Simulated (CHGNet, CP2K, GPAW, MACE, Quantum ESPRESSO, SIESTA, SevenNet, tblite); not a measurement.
# GPAW runs on random packing of Si51C37H13 (at. %) (71 atoms)

How do the settings of GPAW change the result for random packing of Si51C37H13 (at. %) (71 atoms)? A plane-wave run serves as the yardstick.

Calculated with GPAW 26.7.0; the method is named at each step.

### 1. The starting structure

The cell holds 71 atoms: 36 Si, 26 C and 9 H. Its edges and angles: a = 9.930 Å, b = 9.930 Å, c = 9.930 Å, α = 90.0°, β = 90.0°, γ = 90.0°. 71 atoms (36 Si, 26 C, 9 H) packed at random in a cube at 2.26 g/cm³ and pushed apart as soft spheres; a start for melting by ab initio MD, not an equilibrated structure. Then every atom was moved at random, 0.03 Å r.m.s. a Cartesian component (hydrogen 0.6 of that).

The yardstick, on the same geometry:

| Item | Value |
| --- | --- |
| method | Kohn-Sham DFT, PBE, SSSP efficiency 1.3.0 pseudopotentials, plane waves (Quantum ESPRESSO 7.5); sssp-pbe-1.3.0-efficiency, cutoffs 45/360 Ry, Γ point |
| r.m.s. force component | 1.405 eV/Å |
| longest force | 6.3 eV/Å |
| pressure | -6.203 GPa |
| time | 98 s on 4 MPI ranks of Arm Neoverse V1, shared host |
| CPU time | 6.5 min |

### 2. PBE, LCAO dzp, h 0.2 Å

Method: Kohn-Sham DFT, PBE, PAW, atomic orbitals (dzp).

run.py

```python
import numpy as np
from ase.io import read
from gpaw import GPAW, FermiDirac

atoms = read("structure.xyz")
atoms.calc = GPAW(
    mode="lcao",
    basis="dzp",
    h=0.2,
    xc="PBE",
    kpts={"size": (1, 1, 1), "gamma": True},
    occupations=FermiDirac(0.05),
    maxiter=200,
    symmetry={"point_group": False},
    txt="gpaw.txt",
)
energy = atoms.get_potential_energy(force_consistent=True)
forces = atoms.get_forces()
print(f"energy {energy:.6f} eV")
print("forces (eV/A)")
for i, (a, f) in enumerate(zip(atoms, forces)):
    print(f"{i:4d} {a.symbol:2s} {f[0]:10.5f} {f[1]:10.5f} {f[2]:10.5f}")
print(f"Fermi level {atoms.calc.get_fermi_level():.4f} eV")
for k in range(len(atoms.calc.get_ibz_k_points())):
    for s in range(atoms.calc.get_number_of_spins()):
        e = atoms.calc.get_eigenvalues(kpt=k, spin=s)
        n = np.searchsorted(e, atoms.calc.get_fermi_level())
        print(f"k {k} spin {s} levels about the Fermi level:", np.round(e[max(n - 6, 0):n], 4).tolist(), "|", np.round(e[n:n + 6], 4).tolist())
```

structure.xyz

```xyz
71
Lattice="9.92950 0.00000 0.00000 0.00000 9.92950 0.00000 0.00000 0.00000 9.92950" Properties=species:S:1:pos:R:3 pbc="T T T"
Si 2.93933 3.56956 8.21239
Si 0.47850 2.58971 4.05600
Si 4.06762 1.52467 7.91500
Si 3.50333 4.32529 4.86009
Si 7.67382 5.60203 8.21199
Si 8.06265 5.52795 2.95422
Si 7.41227 1.66289 7.27832
Si 4.95313 9.67084 0.74451
Si 5.61454 6.96008 9.52259
Si 2.81690 1.02582 5.25390
Si 6.73200 5.08172 0.90160
Si 1.79605 3.40284 6.25340
Si 8.85662 3.59507 2.89157
Si 0.29501 3.62030 9.12332
Si 4.33999 2.80588 0.32807
Si 0.34227 5.99007 0.00328
Si 8.61315 6.24069 5.29401
Si 3.62645 5.45040 7.32211
Si 0.82067 6.78393 7.35746
Si 7.29332 8.64462 0.57412
Si 3.68345 7.53967 8.57968
Si 6.51852 8.36680 3.90577
Si 8.99623 2.14477 0.89018
Si 5.73538 7.93168 1.93933
Si 8.60848 1.45090 2.86546
Si 7.74878 9.42111 2.47672
Si 9.72555 8.15579 3.56777
Si 4.59736 9.63241 4.54503
Si 6.31407 1.67322 9.88065
Si 1.09135 1.59776 7.56400
Si 5.73915 1.84947 5.88720
Si 2.51336 5.65763 9.28925
Si 2.22600 3.59875 2.96793
Si 6.60232 0.80866 4.19511
Si 3.68583 0.44236 2.41197
Si 7.00506 8.72048 8.07576
C 9.88571 5.23255 3.57422
C 0.51365 9.79446 6.73607
C 5.25688 4.13405 6.21249
C 1.65445 0.59885 3.30543
C 7.14984 8.42071 5.91490
C 2.18618 2.78771 0.10942
C 6.10793 3.15053 7.97448
C 7.08708 4.22887 4.17724
C 0.52477 7.20067 1.43084
C 8.09552 0.59289 0.40483
C 9.87916 5.03892 6.19263
C 8.58336 3.00218 8.18648
C 7.64929 3.36878 6.36948
C 5.69010 1.61225 2.32678
C 3.95671 7.80667 3.79664
C 5.52090 2.89693 4.33750
C 5.83070 6.96991 7.49399
C 4.56519 5.18876 0.55466
C 2.84351 8.69973 2.20763
C 1.84887 5.82633 5.21765
[... 11 atom lines left out ...]
H 2.71055 6.53649 3.02482
H 9.08748 7.98262 6.58941
H 1.03932 1.29093 1.18211
H 8.30057 7.22987 2.09383
```

Started as:

```console
$ OMP_NUM_THREADS=1 python run.py > output.txt
```

The log of the run:

```text
energy -313.411585 eV
forces (eV/A)
   0 Si   -0.63879   -2.18579    2.11028
   1 Si    1.23208   -2.68098    2.69069
   2 Si    1.20655   -0.69040   -0.65086
   3 Si    0.89799    1.23561    0.72256
   4 Si   -0.80129   -0.13087   -0.22905
   5 Si   -2.34025    4.33807    0.44744
   6 Si    1.51478    0.30786    3.02660
   7 Si   -0.24793    0.60744   -2.09759
   8 Si    0.88538   -1.59572    0.29882
   9 Si   -1.66508   -0.18023   -0.37916
  10 Si   -1.46787   -0.05861   -0.78350
  11 Si   -1.63115    0.88880   -1.65629
  12 Si   -0.25227    0.10282   -0.42576
  13 Si   -0.33362   -1.12990    0.97456
  14 Si   -1.99253    1.54052    0.61295
  15 Si   -0.56490    0.31569    0.92462
  16 Si    0.92780    0.10708    0.42073
  17 Si    2.07404    1.68909   -4.11662
  18 Si   -0.33381   -0.74673   -1.73938
  19 Si    1.75740    0.39394   -5.66894
  20 Si   -1.75519    2.02090   -1.08129
  21 Si   -0.02730   -1.89004    6.17850
  22 Si    2.77471    0.90791   -3.44832
  23 Si   -3.61995   -3.86600    0.95939
[...]
63 H     0.78575   -0.33917    0.82077
  64 H     0.11639   -0.23862   -0.11712
  65 H    -0.33766   -0.25388   -0.28475
  66 H    -0.47966    0.05933   -0.54896
  67 H     0.98397    0.81458    0.43076
  68 H     0.13474   -0.45842   -0.06709
  69 H    -0.43750    0.56906   -0.35848
  70 H     0.30589   -1.08398    0.51462
Fermi level 5.3426 eV
k 0 spin 0 levels about the Fermi level: [5.0121, 5.0907, 5.148, 5.2411, 5.2793, 5.33] | [5.3999, 5.5165, 5.5351, 5.5781, 5.6888, 5.7179]
```

gpaw.txt:

```text
Input parameters:
  mode=LCAO(),
  basis={'default': 'dzp'},
  h=0.2,
  kpts=MonkhorstPack(size=(1, 1, 1), gamma=True),
  maxiter=200,
  occupations=Occupations(name='fermi-dirac', width=0.05, fixmagmom=False),
  symmetry=Symmetry(point_group=False),
  xc=XC(name='PBE')
Unit cell  # Å
| periodic |        x |        y |        z |  lengths |    angles |
|----------|----------|----------|----------|----------|-----------|
|      yes | 9.929500 | 0.000000 | 0.000000 | 9.929500 | 90.000000 |
|      yes | 0.000000 | 9.929500 | 0.000000 | 9.929500 | 90.000000 |
|      yes | 0.000000 | 0.000000 | 9.929500 | 9.929500 | 90.000000 |
Number of symmetries: 1
Symmetry operations  # r_c * U_cc + t_c -> r_c
|   | kind |            matrix            |
|---|------|------------------------------|
| 0 |  E   |  1, 0, 0,  0, 1, 0,  0, 0, 1 |
BZ-sampling:
  Number of BZ points: 1
  Number of IBZ points: 1
  Monkhorst-Pack size: [1, 1, 1]
  Monkhorst-Pack shift: [0, 0, 0]
[... lines left out ...]
  Fermi-Dirac:
[... lines left out ...]
xc functional:
  name: PBE with 2 nearest neighbor stencil
interpolation: tri-quintic # 5. degree polynomial
Initialization done in: 7.545 s
convergence criteria:
- Maximum [total energy] change in last 3 cyles: 0.0005 eV / valence electron
- Maximum integral of absolute [dens]ity change: 0.0001 electrons / valence electron
- Maximum integral of absolute [eigenst]ate change: 4e-08 eV^2 / valence electron
maximum number of iterations: 200
SCF iterations
|iter     |      energy | eigst |  dens |
|---------|-------------|-------|-------|
|iter:   1| -318.828014 |      c|       |
|iter:   2| -316.717228 |      c| -0.95 |
|iter:   3| -321.599556 |      c| -1.00 |
|iter:   4| -315.447934 |      c| -1.03 |
|iter:   5| -317.503740 |      c| -1.26 |
|iter:   6| -314.200302 |      c| -1.22 |
|iter:   7| -313.387953 |      c| -1.53 |
|iter:   8| -313.406860 |      c| -1.86 |
|iter:   9| -313.324439c|      c| -1.94 |
|iter:  10| -313.289299c|      c| -2.19 |
|iter:  11| -313.287182c|      c| -2.51 |
[...]
|iter:  18| -313.282410c|      c| -3.60 |
|iter:  19| -313.282458c|      c| -3.91 |
|iter:  20| -313.282423c|      c| -4.06c|
Converged in 20 steps
SCF loop duration: 204.720 s (10.236 s/step)
Energy contributions relative to reference atoms: (reference = -310739.135471)
Energy contributions:
  Kinetic:         164.825492
  Coulomb:        -140.466030
  Zero:              1.231488
  External:          0.000000
  Xc:             -338.744211
  Entropy:          -0.258324
  Spinorbit:         0.000000
  ----------------------------
  Free energy:    -313.411585
  Extrapolated:   -313.282423
dipole moment: (0.567303, 4.368613, -38.486768)  # |e|*Ang
Fermi level: 5.343
Eigenvalues  # (at kpt = [0.000, 0.000, 0.000])
| band index |      eig [eV] | occ [0-2] |
|------------|---------------|-----------|
|          0 |        -9.588 |     2.000 |
|        ... |               |           |
|        121 |         4.922 |     2.000 |
|        122 |         4.990 |     1.998 |
[...]
|        136 |         5.839 |     0.000 |
|        ... |               |           |
|        158 |         7.280 |     0.000 |
Gap: 0.070 eV
Transition (v -> c):
  (s=0, k=0, n=128, [0.00, 0.00, 0.00]) -> (s=0, k=0, n=129, [0.00, 0.00, 0.00])
No difference between direct/indirect transitions
Force computation time: 24.230  # s
timing:  # [seconds]
  Total:  236.526  # ━━━━━━━━━━━━━━━━━━━━━━━━━━━━━━━━━━━━━━━━━━━━━━━━━━━━━━━━
  Init:     7.545  # ━━
  SCF:    204.720  # ━━━━━━━━━━━━━━━━━━━━━━━━━━━━━━━━━━━━━━━━━━━━━━━━╸
  Forces:  24.231  # ━━━━━╸
```

Wall time 4 min (1 thread of Arm Neoverse V1, shared host); peak memory 0.98 GiB.

Banners, paths, timers and routine set-up lines are dropped from the logs unmarked, and long logs keep their key lines alone; longer cuts are marked.

Against the reference:

```yaml
r_m_s_force_component: 1.439 eV/Å
r_m_s_difference_of_force_components: 117.7 meV/Å
longest_difference_of_force_vectors: 493.9 meV/Å
force_difference_over_r_m_s_force: 8.373 %
slope_of_forces_against_the_reference_s: 1.021
correlation_of_force_components: 0.9969
```

Length of the force difference by element (eV/Å):

```tsv
element	atoms	mean	most
C	26	0.21	0.41
H	9	0.024	0.038
Si	36	0.19	0.49
```

A closer look about H69, one of the 9 H atoms: 11 atoms, nearest first, numbered in the order of the input, with positions taken from that point.

```tsv
atom	x	y	z	distance (Å)	bonds	Fx	Fy	Fz (eV/Å)
H69	0.00	0.00	0.00	0.00	0	0.13	-0.46	-0.07
C41	-1.94	0.44	-0.67	2.10	2	0.25	-0.79	-0.06
Si19	1.66	-1.20	0.77	2.19	3	-0.33	-0.75	-1.74
Si17	-0.47	-1.74	-1.30	2.22	3	0.93	0.11	0.42
C38	1.36	1.81	0.15	2.27	1	0.07	0.90	0.16
H67	-0.72	-0.39	2.35	2.49	0	-0.48	0.06	-0.55
Si36	-2.08	0.74	1.49	2.66	5	-1.21	-0.59	-2.85
C60	-0.15	2.30	-1.95	3.01	1	-0.19	0.21	-0.48
C47	0.79	-2.94	-0.40	3.07	2	1.31	1.79	0.02
Si27	0.64	0.17	-3.02	3.09	2	0.01	0.31	-0.40
Si5	-1.41	-2.38	1.62	3.21	2	-0.80	-0.13	-0.23
```

Atoms are counted from 1 here, from 0 in the log.

Forces lie 8.4 % from the reference's, at 0.61 times its CPU time (on 1 against 4 cores).

### 3. PBE, LCAO dzp, h 0.28 Å

Method: Kohn-Sham DFT, PBE, PAW, atomic orbitals (dzp).

run.py: that of step 2 with these lines changed.

```diff
@@ -8,3 +8,3 @@
     basis="dzp",
-    h=0.2,
+    h=0.28,
     xc="PBE",
```

structure.xyz is that of step 2.

The log of the run:

```text
energy -304.144258 eV
forces (eV/A)
   0 Si   -0.64418   -2.18474    2.10894
   1 Si    1.22340   -2.67928    2.68163
   2 Si    1.20993   -0.69068   -0.64773
   3 Si    0.88347    1.23318    0.72584
   4 Si   -0.81511   -0.12484   -0.23025
   5 Si   -2.33109    4.32954    0.45464
   6 Si    1.50782    0.32308    3.03365
   7 Si   -0.25175    0.61147   -2.09255
   8 Si    0.88975   -1.59660    0.30364
   9 Si   -1.65475   -0.17890   -0.39129
  10 Si   -1.45502   -0.05415   -0.77905
  11 Si   -1.62266    0.89329   -1.65894
[...]
66 H    -1.69415    0.77430   -1.72297
  67 H    -0.22923    1.65645   -0.15565
  68 H    -0.73536   -1.42196   -1.48098
  69 H    -0.78389    1.66757   -0.98338
  70 H     1.62777   -0.41272    1.78439
Fermi level 5.3467 eV
k 0 spin 0 levels about the Fermi level: [5.0155, 5.0944, 5.1528, 5.2446, 5.2831, 5.3342] | [5.4045, 5.5205, 5.5392, 5.5826, 5.6929, 5.7228]
```

gpaw.txt:

```text
Input parameters:
  mode=LCAO(),
  basis={'default': 'dzp'},
  h=0.28,
  kpts=MonkhorstPack(size=(1, 1, 1), gamma=True),
  maxiter=200,
  occupations=Occupations(name='fermi-dirac', width=0.05, fixmagmom=False),
  symmetry=Symmetry(point_group=False),
  xc=XC(name='PBE')
[... lines left out ...]
  Fermi-Dirac:
[... lines left out ...]
convergence criteria:
- Maximum [total energy] change in last 3 cyles: 0.0005 eV / valence electron
[... lines left out ...]
Converged in 20 steps
[... lines left out ...]
  Free energy:    -304.144258
[... lines left out ...]
Fermi level: 5.347
[... lines left out ...]
|          0 |        -9.589 |     2.000 |
|        ... |               |           |
|        121 |         4.925 |     2.000 |
|        122 |         4.994 |     1.998 |
[...]
|        136 |         5.844 |     0.000 |
|        ... |               |           |
|        158 |         7.286 |     0.000 |
Gap: 0.070 eV
Transition (v -> c):
  (s=0, k=0, n=128, [0.00, 0.00, 0.00]) -> (s=0, k=0, n=129, [0.00, 0.00, 0.00])
No difference between direct/indirect transitions
Force computation time: 12.722  # s
timing:  # [seconds]
  Total:  124.063  # ━━━━━━━━━━━━━━━━━━━━━━━━━━━━━━━━━━━━━━━━━━━━━━━━━━━━━━━━
  Init:     6.294  # ━━━
  SCF:    105.016  # ━━━━━━━━━━━━━━━━━━━━━━━━━━━━━━━━━━━━━━━━━━━━━━━╸
  Forces:  12.722  # ━━━━━╸
```

Elapsed: 2.1 min, on 1 thread; peak memory 0.52 GiB.

Against the reference:

* r.m.s. force component: 1.485 eV/Å
* r.m.s. difference of force components: 358.9 meV/Å
* longest difference of force vectors: 2406 meV/Å
* force difference over r.m.s. force: 25.54 %
* slope of forces against the reference's: 1.026
* correlation of force components: 0.9708
* energy less the same-level run's: 130.5 meV/atom
* r.m.s. force difference from the same-level run: 340.8 meV/Å

This is a coarse setting, run to see what it loses.

Against the first run (8.4 %), the force difference from the reference is 26 %, at 0.53 times the CPU time: the grid matters here.

The difference per atom is largest on H (1.5 eV/Å on average, against 0.27 on C). The forces add up to 6.0 eV/Å instead of zero, usually a sign of too coarse a grid.

### 4. PBE, LCAO szp(dzp), h 0.2 Å

Method: Kohn-Sham DFT, PBE, PAW, atomic orbitals (szp(dzp)).

run.py: that of step 3 with these lines changed.

```diff
@@ -7,4 +7,4 @@
     mode="lcao",
-    basis="dzp",
-    h=0.28,
+    basis="szp(dzp)",
+    h=0.2,
     xc="PBE",
```

structure.xyz is that of step 3.

The log of the run:

```text
energy -300.809646 eV
forces (eV/A)
   0 Si   -0.56400   -2.21571    1.99312
   1 Si    1.22046   -2.90347    2.88560
   2 Si    1.21241   -0.91101   -0.73017
   3 Si    1.18790    1.26758    0.62229
   4 Si   -0.74723   -0.34848   -0.35937
   5 Si   -2.41660    4.82288    0.26078
   6 Si    1.94663   -0.15475    3.14057
   7 Si   -0.17848    0.56033   -2.32343
   8 Si    0.85866   -1.68762    0.37925
   9 Si   -1.73775   -0.06573   -0.25844
  10 Si   -1.32460   -0.33152   -0.76610
  11 Si   -1.70250    1.11576   -1.65879
[...]
66 H    -0.29582   -0.07352   -0.53441
  67 H     0.90627    0.76254    0.37420
  68 H     0.03594   -0.32401   -0.03672
  69 H    -0.24789    0.47765   -0.33689
  70 H     0.27740   -1.10939    0.42229
Fermi level 5.3106 eV
k 0 spin 0 levels about the Fermi level: [4.9745, 5.0561, 5.1264, 5.2012, 5.239, 5.3076] | [5.3641, 5.4853, 5.5147, 5.5487, 5.6738, 5.682]
```

gpaw.txt:

```text
Input parameters:
  mode=LCAO(),
  basis={'default': 'szp(dzp)'},
  h=0.2,
  kpts=MonkhorstPack(size=(1, 1, 1), gamma=True),
  maxiter=200,
  occupations=Occupations(name='fermi-dirac', width=0.05, fixmagmom=False),
  symmetry=Symmetry(point_group=False),
  xc=XC(name='PBE')
[... lines left out ...]
  Fermi-Dirac:
[... lines left out ...]
convergence criteria:
- Maximum [total energy] change in last 3 cyles: 0.0005 eV / valence electron
[... lines left out ...]
Converged in 20 steps
[... lines left out ...]
  Free energy:    -300.809646
[... lines left out ...]
Fermi level: 5.311
[... lines left out ...]
|          0 |        -9.698 |     2.000 |
|        ... |               |           |
|        121 |         4.893 |     2.000 |
|        122 |         4.950 |     1.999 |
[...]
|        136 |         5.795 |     0.000 |
|        ... |               |           |
|        158 |         7.286 |     0.000 |
Gap: 0.056 eV
Transition (v -> c):
  (s=0, k=0, n=128, [0.00, 0.00, 0.00]) -> (s=0, k=0, n=129, [0.00, 0.00, 0.00])
No difference between direct/indirect transitions
Force computation time: 18.520  # s
timing:  # [seconds]
  Total:  184.595  # ━━━━━━━━━━━━━━━━━━━━━━━━━━━━━━━━━━━━━━━━━━━━━━━━━━━━━━━━
  Init:     6.715  # ━━
  SCF:    159.328  # ━━━━━━━━━━━━━━━━━━━━━━━━━━━━━━━━━━━━━━━━━━━━━━━━╸
  Forces:  18.520  # ━━━━━╸
```

It took 3.1 min on 1 thread; peak memory 0.95 GiB.

Against the reference:

```
r.m.s. force component                  : 1.481 eV/Å
r.m.s. difference of force components   : 272.8 meV/Å
longest difference of force vectors     : 1067 meV/Å
force difference over r.m.s. force      : 19.41 %
slope of forces against the reference's : 1.036
correlation of force components         : 0.9835
```

This is a coarse setting, run to see what it loses.

Against the first run (8.4 %), the force difference from the reference is 19 %, at 0.78 times the CPU time, with 594 basis functions against 851: the smaller basis costs accuracy.

### 5. All runs compared

Differences are against the plane-wave reference, forces as r.m.s. over components; share is that over the reference's r.m.s. force, slope the least-squares factor from reference forces to these. Total energies of different programs have different zeros and aren't compared.

```tsv
run	Δ force, r.m.s. (meV/Å)	share (%)	slope	cores	CPU time	memory (GiB)
reference	-	-	-	4	6.5 min	2.4
GPAW PBE, LCAO dzp, h 0.2 Å	118	8.37	1.021	1	4 min	0.98
GPAW PBE, LCAO dzp, h 0.28 Å (coarse)	359	25.5	1.026	1	2.1 min	0.52
GPAW PBE, LCAO szp(dzp), h 0.2 Å (coarse)	273	19.4	1.036	1	3.1 min	0.95
```

Rows marked coarse were listed beforehand as settings not expected to be converged; some can still land near the reference.

CPU time is summed over cores on a shared host, where runs went side by side, so it is rough. Symmetry, cutoffs, thresholds, outputs and thread counts weren't matched or tuned between programs; memory under MPI is the largest rank's times the ranks.

Within one program, basis, potentials and functional, energies share a zero. Each run against its twin at the usual cutoff or grid and solver:

```tsv
run	twin	Δ energy (meV/atom)	Δ force, r.m.s. (meV/Å)	CPU time over the twin's
GPAW PBE, LCAO dzp, h 0.28 Å	LCAO dzp, h 0.2 Å	131	341	0.53
```

### 6. What came out

| Quantity | Value |
| --- | --- |
| nearest in forces | GPAW PBE, LCAO dzp, h 0.2 Å, 8.4 % |
| its CPU time | 4 min |

What this shows: The PBE run in local orbitals, coarse settings apart, differs by 8.4 % (GPAW PBE, LCAO dzp, h 0.2 Å); basis, grid and potentials can all enter. Runs with settings chosen to be coarse differ by 19 % (GPAW PBE, LCAO szp(dzp), h 0.2 Å) to 26 % (GPAW PBE, LCAO dzp, h 0.28 Å), their programs' other errors included. Of the electronic-structure runs that take under half the reference's CPU time, GPAW PBE, LCAO szp(dzp), h 0.2 Å comes nearest, at 19 % in 3.1 min against 6.5 min. The electron count is odd in these runs, and they have no spin polarisation, so the unpaired electron is spread evenly over both spins. The reference's stress is far from hydrostatic: its diagonal is -8.2, -6.3, -4.1 GPa, compression counted positive. The reference's pressure of -6.2 GPa belongs to a cell and atoms that aren't relaxed at this level. The electronic-structure runs sample only Γ, in a cell whose shortest periodic width is 10 Å, which is coarse for a cell with partly filled levels.

[Also dropped from logs without a mark: logging warnings of Python, and SIESTA's first energy breakdown and zero terms.]

[Logs are printed without paths, hosts, clocks, repeated set-up lines and the standing remarks that a program may print on its own settings, such as how far it seeks lower states.]

[Hosts, paths, dates, database ids (printed as entryN), source tags and the programs' standing remarks are cut or masked in the printed files.]
